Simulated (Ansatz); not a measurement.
**SrMn2, from a guessed structure to a relaxed one**

This structure for SrMn2 is made up. Its elements were placed in a known structure type with a cell scaled to their sizes. What cell does the guess relax to, and how far off was it?

Program: Ansatz 0.2.0. Level of theory: DFT, PBE, plane-wave PAW, files of the set soft_1, scalar-relativistic, ferromagnetic start, cell and ions relaxed at zero pressure; PAW set soft_1, in the first sound run; inputs show where later runs differ. Results are calculated unless marked as measured.

In doubt: warnings of the run leave room for a lower electronic state, so energies may not be the lowest and differences between runs may mislead.

## (1) Starting point

The structure is orthorhombic, space group Cmcm (No. 63). The conventional cell has a = 10.232 Å, b = 5.558 Å, c = 5.157 Å, α = 90.00°, β = 90.00°, γ = 90.00°. Nearest to Sr lie 8 Mn at 3.17 to 3.30 Å and 2 Sr at 3.47 Å. Mn has 6 Mn at 2.97 to 3.23 Å and 4 Sr at 3.17 to 3.30 Å nearest. Farther neighbours are not listed.

## (2) Relaxing cell and atoms

The guessed cell has no reason to be at equilibrium. It is relaxed with the atoms, within the space group of the guess.

Contents of input.yaml:

```yaml
crystal:
  lattice:
    - [5.116, -2.779, 0.0]
    - [5.116, 2.779, 0.0]
    - [0.0, 0.0, 5.157]
  atoms:
    - { symbol: Sr, position: [0.2917, 0.7083, 0.25] }
    - { symbol: Sr, position: [0.7083, 0.2917, 0.75] }
    - { symbol: Mn, position: [0.6343, 0.9837, 0.25], spin: 4.0 }
    - { symbol: Mn, position: [0.0163, 0.3657, 0.25], spin: 4.0 }
    - { symbol: Mn, position: [0.9837, 0.6343, 0.75], spin: 4.0 }
    - { symbol: Mn, position: [0.3657, 0.0163, 0.75], spin: 4.0 }
magnetization:
  spin_polarized: true
kpoints:
  mp_grid: { grid: [6, 6, 5] }
scf:
  occupations: { method: fermi_dirac, width: 0.05 }
hamiltonian:
  xc: pbe
  pseudopotentials: { kind: paw, azcp: { folder: soft_1 } }
relax:
  f_tol: 0.015
  max_steps: 70
  cell: {}
output:
  forces: true
  stress: true
```

The run is started by

```console
> ansatz run input.yaml --threads 4 --pin off --max-ram 10240MiB --backend cpu --events-out ev --progress --plain --runs-dir out
```

Numbers of over 12 decimals in the logs are rounded to 6 here.

The log of the run:

```text
Engine: ansatz 0.2.0, aarch64-unknown-linux-gnu
Pseudopotentials: kind: paw
Pseudopotential: Sr, paw, valence charge 10, recommended cutoff 420 eV (normal), soft_1/Sr.paw.azcp
Pseudopotential: Mn, paw, valence charge 15, recommended cutoff 420 eV (normal), soft_1/Mn.paw.azcp
Functional definition: PBE
  parameter kappa = 0.804
  parameter beta = 0.066725
  exchange = pbe_x(kappa = kappa, mu = beta*pi^2/3)
  correlation = pbe_c(beta = beta)
Crystal: 6 atoms, lattice volume = 146.638 Å³
Basis set: ecut = 420 eV, 2885 PW (Γ), exchange–correlation on 80×80×72 points (8 copies of the dense FFT grid, shifted against one another)
Bands: 58, of which v1, the nominal top of the filled ones, is band 40 counted from 1 (39 counted from 0)
Symmetry: 8 space group operations
Space group: Cmcm (ITA 63), of the structure as read, at distance tolerance 5.3e-5 Å
Magnetic group: BNS 63.457 (UNI 555), of the structure as read, at distance tolerance 5.3e-5 Å
k-points: 39 of 180
Non-local potential: Sr, projectors of the file, l = 0: 3, l = 1: 2, l = 2: 2
Non-local potential: Mn, projectors of the file, l = 0: 3, l = 1: 2, l = 2: 3, l = 3: 1
PAW form: soft (Blöchl's): semilocal exchange-correlation on the pseudo side does not see the compensation charge
PAW one-centre angular grid: Sr, 110 points (default); XC on 64 Gauss nodes
PAW one-centre angular grid: Mn, 590 points (default); XC on 64 Gauss nodes
Initial density: superposition of atomic densities (chi_scale 0.1, normalization cell, long waves kept (reshape's long-wave potential 0.00 eV rms))
Starting moments: Σ|m| = 16 μB on 4 of 6 sites
Initial wavefunctions: pseudopotential atomic-orbital guess
Functional: x = pbe(κ = 0.804, μ = 0.219515), c = pbe(β = 0.066725)
iter 1 solved again at ethr=2.83e-3 eV; its pass at ethr=3.10e-3 eV (dr2=2.26e0 eV) is discarded
SCF iter   1: F=—  HF=-22678.830278 eV  |F-HF|=—  |Δ(HF+E_count)|=         —  Δρ=2.32e-2 (↑1.08e-2 ↓2.32e-2)  dr2=2.47e0  dr2_m=7.94e-2  M=16.270 μB ∫|m|=16.633 μB  β_m=0.30  ethr=2.83e-3  ⟨swp⟩=1.2  Hψ=27286  notcnv=0
Mixer restart at iter 1: flushing history
preconditioner: auto → Kerker (q_TF=auto, 2.466 Å⁻¹)  [metal: Δε(μ)=0.004 eV  Ē_g=8.563 eV  σ=0.050 eV  W_gap=0.02  n_scr=30 (ndim 8)  ℏωp=20.3 eV  f_vac=0.000  D(μ)=8.23/eV (n_scr^D=70)]
spin=Collinear: Kerker preconditioning applied to the charge; magnetization (m = ρ↑ − ρ↓) channel mixes plain (no charge-response kernel on spin).
SCF iter   2: F=—  HF=-22678.265714 eV  |F-HF|=—  |Δ(HF+E_count)|=   5.65e-1  Δρ=1.23e-2 (↑1.10e-2 ↓1.23e-2)  dr2=3.74e-1  dr2_m=1.37e-1  M=16.301 μB ∫|m|=16.716 μB  β_m=0.37  ethr=2.83e-3  ⟨swp⟩=2.4  Hψ=6911  notcnv=0
SCF iter   3: F=—  HF=-22678.617056 eV  |F-HF|=—  |Δ(HF+E_count)|=   3.51e-1  Δρ=1.09e-2 (↑1.09e-2 ↓5.21e-3)  dr2=1.05e-1  dr2_m=5.87e-2  M=16.217 μB ∫|m|=16.701 μB  β_m=0.67  ethr=4.68e-4  ⟨swp⟩=2.9  Hψ=6498  notcnv=0  defer=204
SCF iter   4: F=—  HF=-22679.112743 eV  |F-HF|=—  |Δ(HF+E_count)|=         —  Δρ=8.04e-3 (↑8.04e-3 ↓3.97e-3)  dr2=1.65e-1  dr2_m=7.88e-3  M=16.007 μB ∫|m|=16.615 μB  β_m=0.67  ethr=1.32e-4  ⟨swp⟩=2.1  Hψ=6988  notcnv=0  defer=219
Mixer restart at iter 4: flushing history
SCF iter   5: F=—  HF=-22679.221105 eV  |F-HF|=—  |Δ(HF+E_count)|=   1.08e-1  Δρ=3.51e-3 (↑3.51e-3 ↓1.83e-3)  dr2=1.19e-2  dr2_m=6.83e-3  M=15.862 μB ∫|m|=16.523 μB  β_m=0.61  ethr=1.32e-4  ⟨swp⟩=2.7  Hψ=9719  notcnv=0  defer=280
SCF iter   6: F=—  HF=-22679.209760 eV  |F-HF|=—  |Δ(HF+E_count)|=   1.13e-2  Δρ=2.12e-3 (↑9.28e-4 ↓2.12e-3)  dr2=2.07e-2  dr2_m=1.12e-3  M=15.830 μB ∫|m|=16.517 μB  β_m=0.81  ethr=1.48e-5  ⟨swp⟩=2.0  Hψ=8921  notcnv=0  defer=350
SCF iter   7: F=—  HF=-22679.214650 eV  |F-HF|=—  |Δ(HF+E_count)|=   4.89e-3  Δρ=1.25e-3 (↑1.23e-3 ↓1.25e-3)  dr2=5.87e-3  dr2_m=9.23e-5  M=15.808 μB ∫|m|=16.523 μB  β_m=0.72  ethr=1.48e-5  ⟨swp⟩=2.1  Hψ=6874  notcnv=0  defer=350
SCF iter   8: F=—  HF=-22679.212790 eV  |F-HF|=—  |Δ(HF+E_count)|=   1.86e-3  Δρ=6.40e-4 (↑5.92e-4 ↓6.40e-4)  dr2=1.49e-3  dr2_m=2.51e-5  M=15.801 μB ∫|m|=16.528 μB  β_m=0.86  ethr=7.34e-6  ⟨swp⟩=2.2  Hψ=5818  notcnv=0  defer=347
SCF iter   9: F=—  HF=-22679.212388 eV  |F-HF|=—  |Δ(HF+E_count)|=   4.01e-4  Δρ=2.47e-4 (↑2.29e-4 ↓2.47e-4)  dr2=2.21e-4  dr2_m=4.17e-6  M=15.793 μB ∫|m|=16.532 μB  β_m=0.93  ethr=1.87e-6  ⟨swp⟩=2.1  Hψ=5595  notcnv=0  defer=351
SCF iter  10: F=—  HF=-22679.212310 eV  |F-HF|=—  |Δ(HF+E_count)|=   7.82e-5  Δρ=4.17e-5 (↑4.17e-5 ↓3.13e-5)  dr2=5.08e-6  dr2_m=1.58e-7  M=15.788 μB ∫|m|=16.533 μB  β_m=0.97  ethr=2.76e-7  ⟨swp⟩=2.5  Hψ=6795  notcnv=0  defer=354
SCF iter  11: F=—  HF=-22679.212311 eV  |F-HF|=—  |Δ(HF+E_count)|=   5.79e-7  Δρ=3.42e-6 (↑3.40e-6 ↓3.42e-6)  dr2=7.71e-8  dr2_m=4.39e-9  M=15.787 μB ∫|m|=16.533 μB  β_m=0.98  ethr=6.35e-9  ⟨swp⟩=2.8  Hψ=8159  notcnv=0  defer=355
SCF iter  12: F=-22679.212311 eV  HF=-22679.212311 eV  |F-HF|=1.42e-8  |Δ(HF+E_count)|=   4.78e-8  Δρ=2.63e-6 (↑9.24e-7 ↓2.63e-6)  dr2=1.82e-8  dr2_m=1.26e-9  M=15.786 μB ∫|m|=16.533 μB  ethr=9.64e-11  ⟨swp⟩=2.9  Hψ=14477  notcnv=0
SCF 1 converged in 12 iterations: F = -22679.212311 eV  dr2 = 1.82e-8
  greatest PAW one-centre occupation: 1.000 electrons in one spin orbital (limit 2), on the Mn atom at site 5 (counted from 0), in its partial waves of l = 0
relax step   1: F+E_penalty+E_count = -22679.21231080 eV  Δ(F+E_penalty+E_count) = +0.000e0 eV  max|allowed force component| = 3.490e-1 eV/Å  Δτ_max = 0.0000 Å  P = -1.330 GPa  Ω = 146.638 Å³  (12 SCF iters, dr2 threshold 1.00e-7 eV, accepted)
Crystal: 6 atoms, lattice volume = 143.303 Å³
Basis set: ecut = 420 eV, 2765 PW (Γ), exchange–correlation on 80×80×72 points (8 copies of the dense FFT grid, shifted against one another)
Initial density: handed on by an earlier stage of this run
Starting moments: Σ|m| = 16 μB on 4 of 6 sites; this step starts from the density that it was given
Initial wavefunctions: those handed on with the density
iter 1 solved again at ethr=1.58e-4 eV; its pass at ethr=3.10e-3 eV (dr2=1.26e-1 eV) is discarded
SCF iter   1: F=—  HF=-22679.592930 eV  |F-HF|=—  |Δ(HF+E_count)|=         —  Δρ=1.09e-2 (↑1.08e-2 ↓1.09e-2)  dr2=1.18e-1  dr2_m=1.43e-1  M=15.221 μB ∫|m|=16.008 μB  β_m=0.30  ethr=1.58e-4  ⟨swp⟩=2.2  Hψ=28133  notcnv=0
preconditioner: auto → Kerker (q_TF=auto, 2.476 Å⁻¹)  [metal: Δε(μ)=0.003 eV  Ē_g=8.657 eV  σ=0.050 eV  W_gap=0.01  n_scr=36 (ndim 8)  ℏωp=20.6 eV  f_vac=0.000  D(μ)=10.54/eV (n_scr^D=124)]
spin=Collinear: Kerker preconditioning applied to the charge; magnetization (m = ρ↑ − ρ↓) channel mixes plain (no charge-response kernel on spin).
[...]
relax step   7: F+E_penalty+E_count = -22680.06194764 eV  Δ(F+E_penalty+E_count) = -7.819e-5 eV  max|allowed force component| = 1.630e-3 eV/Å  Δτ_max = 0.0035 Å  P = +0.006 GPa  Ω = 139.882 Å³  energy of the carried Pulay correction = +2.441e-3 eV  (8 SCF iters, dr2 threshold 2.21e-8 eV, accepted)
[...]
relax step   8: F+E_penalty+E_count = -22680.06200190 eV  Δ(F+E_penalty+E_count) = -5.426e-5 eV  max|allowed force component| = 1.367e-3 eV/Å  Δτ_max = 0.0000 Å  P = +0.054 GPa  Ω = 139.882 Å³  stress off target by 1.51e-1 GPa  SCF on the basis re-selected at this cell (its energy is not comparable with the rows above)  (11 SCF iters)
[...]
relax step   9: F+E_penalty+E_count = -22680.06204410 eV  Δ(F+E_penalty+E_count) = -4.220e-5 eV  max|allowed force component| = 8.632e-4 eV/Å  Δτ_max = 0.0006 Å  P = +0.014 GPa  Ω = 140.096 Å³  energy of the carried Pulay correction = -8.715e-5 eV  (7 SCF iters, dr2 threshold 5.72e-8 eV, accepted)
iter 1 solved again at ethr=4.24e-6 eV; its pass at ethr=3.10e-3 eV (dr2=3.39e-3 eV) is discarded
SCF iter   1: F=—  HF=-22680.062144 eV  |F-HF|=—  |Δ(HF+E_count)|=         —  Δρ=8.17e-6 (↑8.17e-6 ↓5.73e-6)  dr2=5.71e-8  dr2_m=7.80e-9  M=13.728 μB ∫|m|=15.094 μB  β_m=0.65  ethr=4.24e-6  ⟨swp⟩=3.2  Hψ=33879  notcnv=0
eigensolver tolerance schedule: the retry pair's looser diagonalisation over-reported the residual by 59376.23 of it (diagonalisation noise at an unbounded share of the residual, at the tolerance the schedule requests for it); recorded, not acted on — ethr = c·dr2/N_el stays at c = 1.0e-1
preconditioner: auto → Kerker (q_TF=auto, 2.020 Å⁻¹)  [metal: Δε(μ)=0.004 eV  Ē_g=8.718 eV  σ=0.050 eV  W_gap=0.02  n_scr=20 (ndim 8)  ℏωp=20.8 eV  f_vac=0.000  D(μ)=7.49/eV (n_scr^D=74)]
spin=Collinear: Kerker preconditioning applied to the charge; magnetization (m = ρ↑ − ρ↓) channel mixes plain (no charge-response kernel on spin).
SCF iter   2: F=—  HF=-22680.062152 eV  |F-HF|=—  |Δ(HF+E_count)|=   8.36e-6  Δρ=3.34e-6 (↑3.34e-6 ↓2.74e-6)  dr2=9.04e-9  dr2_m=1.82e-9  M=13.728 μB ∫|m|=15.094 μB  β_m=0.43  ethr=7.13e-11  ⟨swp⟩=4.0  Hψ=12240  notcnv=0
SCF iter   3: F=—  HF=-22680.062153 eV  |F-HF|=—  |Δ(HF+E_count)|=   1.25e-7  Δρ=2.31e-6 (↑2.31e-6 ↓1.82e-6)  dr2=2.86e-9  dr2_m=7.26e-10  M=13.728 μB ∫|m|=15.094 μB  β_m=0.64  ethr=1.13e-11  ⟨swp⟩=2.7  Hψ=7511  notcnv=0
SCF iter   4: F=—  HF=-22680.062153 eV  |F-HF|=—  |Δ(HF+E_count)|=   1.80e-7  Δρ=8.27e-7 (↑8.27e-7 ↓5.56e-7)  dr2=6.48e-10  dr2_m=8.75e-11  M=13.728 μB ∫|m|=15.094 μB  β_m=0.63  ethr=3.57e-12  ⟨swp⟩=2.1  Hψ=5677  notcnv=0
SCF iter   5: F=—  HF=-22680.062153 eV  |F-HF|=—  |Δ(HF+E_count)|=   1.88e-8  Δρ=2.38e-7 (↑2.27e-7 ↓2.38e-7)  dr2=2.03e-10  dr2_m=1.73e-11  M=13.728 μB ∫|m|=15.094 μB  β_m=0.82  ethr=1.00e-12  ⟨swp⟩=2.7  Hψ=7713  notcnv=0
SCF iter   6: F=—  HF=-22680.062153 eV  |F-HF|=—  |Δ(HF+E_count)|=   2.26e-9  Δρ=2.16e-7 (↑1.45e-7 ↓2.16e-7)  dr2=1.16e-10  dr2_m=1.56e-11  M=13.728 μB ∫|m|=15.094 μB  β_m=0.91  ethr=1.00e-12  ⟨swp⟩=2.0  Hψ=5795  notcnv=0
SCF iter   7: F=—  HF=-22680.062153 eV  |F-HF|=—  |Δ(HF+E_count)|=  1.09e-11  Δρ=8.66e-8 (↑7.33e-8 ↓8.66e-8)  dr2=1.76e-11  dr2_m=1.09e-12  M=13.728 μB ∫|m|=15.094 μB  β_m=0.95  ethr=1.00e-12  ⟨swp⟩=1.1  Hψ=4529  notcnv=0
SCF iter   8: F=-22680.062153 eV  HF=-22680.062153 eV  |F-HF|=7.28e-12  |Δ(HF+E_count)|=  1.82e-11  Δρ=1.47e-8 (↑9.39e-9 ↓1.47e-8)  dr2=6.94e-13  dr2_m=6.75e-14  M=13.728 μB ∫|m|=15.094 μB  ethr=1.00e-12  ⟨swp⟩=3.0  Hψ=13873  notcnv=0
SCF 10 converged in 8 iterations: F = -22680.062153 eV  dr2 = 6.94e-13
relax step  10: F+E_penalty+E_count = -22680.06215275 eV  Δ(F+E_penalty+E_count) = -1.086e-4 eV  max|allowed force component| = 8.480e-4 eV/Å  Δτ_max = 0.0000 Å  P = +0.014 GPa  Ω = 140.096 Å³  stress off target by 2.16e-2 GPa  SCF on the basis re-selected at this cell (its energy is not comparable with the rows above)  (8 SCF iters)
basis re-selected at this cell: Δ(F+E_penalty+E_count) = -1.086e-4 eV, ΔP = -0.000 GPa vs the last step (what re-selecting the basis moved, of the pressure what is left beyond the Pulay correction that the steps carried, after the strain that the cell walked since its last selection, with what the two solves' SCF thresholds leave and, on support functions, any second-order correction that the steps lacked; it is no m [...]
WARN: an SCF from antiferromagnetic starting moments (0.00, 0.00, -4.00, 4.00, -4.00, 4.00 Bohr magnetons, atom by atom) was not made, by what the run has read of turns of its moments that order reads lower: the deck asks for what bars it, or types moments that do (magnetization.spin_polarized, in the input reference, names some of the keys), or the run goes by scf.lower_state_search: light, the default, which as a rule tries one only behind a close that has lost an order of both signs, or on which an open d or half-filled 4f shell of a PAW file has lost a moment that was set nearer to Hund's than to what is left; [rest of the remark cut]
SCF converged after 8 iterations
Magnetization: 13.7276 μB (46.8638 up, 33.1362 down)
Absolute magnetization: 15.0940 μB (∫|ρ↑−ρ↓|, with the PAW one-centre terms)
Spin contamination: 0.7216 ħ² per cell (⟨S²⟩ above its minimum at these occupations)
Per-site moments (μB) at R_I (Å): [(-0.107957, 1.300488), (-0.107957, 1.300488), (3.428286, 1.109902), (3.428286, 1.109902), (3.428286, 1.109902), (3.428286, 1.109902)]
Free energy (F): -22680.062153 eV
Harris-Foulkes:  -22680.062153 eV  (|F-HF|=7.28e-12)
Internal energy: -22680.000549 eV  (E = F + TS)
E sigma→0 (E₀):  -22680.031351 eV
Entropy (-TS):   -0.061604 eV (-10.267 meV/atom)
Fermi energy:    10.068223 eV
--- Per-component energies (eV) ---
  E_band       = -1377.110815
  E_kinetic    = 1724.176398
  E_local      = -13052.909638  (includes V_loc(G=0)·N_el)
  E_nonlocal   = 2318.115006
  E_hartree    = 4993.774043
  E_xc         = -779.134649
  E_vxc        = -858.445697  (∫ρ·V_xc dr)
  E_paw        = -10698.355165  (= ΣΔE_a)
  E_vpaw       = -1495.595419  (= ΣTr[D̂ρ^β])
  E_aug_tail   = 0.000384  (compensation charges beyond the density's cutoff)
  E_ewald      = -7185.666929
  E_smearing   = -0.061604  (= −TS)
  E_closure    = -0.000000  (closes the sum)
  Σ components = -22680.062153   (vs F -22680.062153, Δ=0.00e0)
--- Forces (eV/Å), atoms counted from 1 ---
  atom   1  Sr     0.00000000    -0.00029723     0.00000000
  atom   2  Sr     0.00000000     0.00029723     0.00000000
  atom   3  Mn    -0.00084796     0.00081887     0.00000000
  atom   4  Mn     0.00084796     0.00081887     0.00000000
  atom   5  Mn    -0.00084796    -0.00081887     0.00000000
  atom   6  Mn     0.00084796    -0.00081887     0.00000000
  max |Σ_I F_I| component: 0.00e0 eV/Å
--- Stress (GPa, compression-positive) ---
        0.021572       0.000000       0.000000
        0.000000       0.009836       0.000000
        0.000000       0.000000       0.009241
  P = ⅓ Tr σ = 0.0135 GPa (0.135 kbar)
--- Relaxed structure (8 steps of the walk, 8 accepted, 2 SCFs on fresh bases) ---
  F+E_penalty+E_count = -22680.06215275 eV   max|allowed force component| = 8.480e-4 eV/Å   (the final SCF, on the basis selected at the relaxed cell)
  cell:  # Å, volume = 140.0960 Å³
    - [5.597730, -2.712603, 0.0]
    - [5.597730, 2.712603, 0.0]
    - [0.0, 0.0, 4.613149]
  atoms:
    - { symbol: Sr, position: [0.264386, 0.735614, 0.250000] }
    - { symbol: Sr, position: [0.735614, 0.264386, 0.750000] }
    - { symbol: Mn, position: [0.641883, 0.912909, 0.250000] }
    - { symbol: Mn, position: [0.087091, 0.358117, 0.250000] }
    - { symbol: Mn, position: [0.912909, 0.641883, 0.750000] }
    - { symbol: Mn, position: [0.358117, 0.087091, 0.750000] }
```

Elapsed: 2.2 min, on 4 threads of Arm Neoverse V1, shared host; peak memory 0.81 GiB; 8.5 min of CPU time.

Relaxation path:

| step | energy less that of the first step (eV) | largest force component (eV/Å) | pressure (GPa) | volume (Å³) |
| --- | --- | --- | --- | --- |
| 1 | 0.0000 | 0.3490 | -1.33 | 146.64 |
| 2 | -0.4175 | 0.3191 | -0.73 | 143.30 |
| 3 | -0.7396 | 0.3853 | 0.03 | 139.41 |
| 4 | -0.8474 | 0.0413 | -0.05 | 140.25 |
| 5 | -0.8486 | 0.0166 | 0.11 | 139.42 |
| 6 | -0.8496 | 0.0077 | 0.05 | 139.71 |
| 7 | -0.8496 | 0.0016 | 0.01 | 139.88 |
| 8* | -0.8497 | 0.0014 | 0.05 | 139.88 |
| 9 | -0.8497 | 0.0009 | 0.01 | 140.10 |
| 10* | -0.8498 | 0.0008 | 0.01 | 140.10 |

Relaxation steps marked * repeat the geometry before them on a plane-wave basis chosen anew for their cell, so energy and pressure can jump there.

Forces are held to the 8 operations that the run works with; a distortion that breaks them can't arise in this run.

| conventional cell, symmetrised | before | after | change |
| --- | --- | --- | --- |
| a (Å) | 10.232 | 11.195 | +9.4 % |
| b (Å) | 5.558 | 5.425 | -2.4 % |
| c (Å) | 5.157 | 4.613 | -10.5 % |
| volume (Å³/atom) | 24.44 | 23.35 | -4.5 % |

The atoms that moved most (Å, as changes of fractional coordinates times the final cell):

| atom | dx | dy | dz | length |
| --- | --- | --- | --- | --- |
| Mn4 | 0.354 | -0.213 | 0.000 | 0.413 |
| Mn6 | 0.354 | 0.213 | 0.000 | 0.413 |
| Mn3 | -0.354 | -0.213 | 0.000 | 0.413 |
| Mn5 | -0.354 | 0.213 | 0.000 | 0.413 |
| Sr1 | 0.000 | 0.148 | 0.000 | 0.148 |
| Sr2 | 0.000 | -0.148 | 0.000 | 0.148 |

The relaxed structure:

```xyz
6
Lattice="5.5977 -2.7126 0.0000 5.5977 2.7126 0.0000 0.0000 0.0000 4.6131" Properties=species:S:1:pos:R:3 pbc="T T T"
Sr    5.5977    1.2783    1.1533
Sr    5.5977   -1.2783    3.4599
Mn    8.7033    0.7352    1.1533
Mn    2.4922    0.7352    1.1533
Mn    8.7033   -0.7352    3.4599
Mn    2.4922   -0.7352    3.4599
```

Numbers from this step:

```yaml
free_energy: -22680.0622 eV
energy_at_zero_smearing: -22680.0314 eV
smearing_term_ts: 0.06160 eV
fermi_energy: 10.07 eV
magnetization: 13.73 μB
absolute_magnetization: 15.09 μB
site_moments: -0.1080, -0.1080, 3.428, 3.428, 3.428, 3.428 μB
electrons: 80
symmetry_operations: 8
pressure: 0.01355 GPa
```

Site moment by atom:

| atom | site moment (μB) |
| --- | --- |
| Sr1 | -0.11 |
| Sr2 | -0.11 |
| Mn3 | 3.43 |
| Mn4 | 3.43 |
| Mn5 | 3.43 |
| Mn6 | 3.43 |

Shortest distances by pair of elements, guess and relaxed (not always the same contact):

| pair | guess (Å) | relaxed (Å) |
| --- | --- | --- |
| Mn–Mn | 2.968 | 2.691 |
| Mn–Sr | 3.167 | 3.153 |
| Sr–Sr | 3.466 | 3.443 |

The relaxation ends with a largest force component of 8.5e-4 eV/Å and a pressure of 0.01 GPa.

(Part 1 of 2 ends here.)

[Logs are printed without paths, hosts, clocks, repeated set-up lines and the standing remarks that a program may print on its own settings, such as how far it seeks lower states.]

[Hosts, paths, dates, database ids (printed as entryN), source tags and the programs' standing remarks are cut or masked in the printed files.]
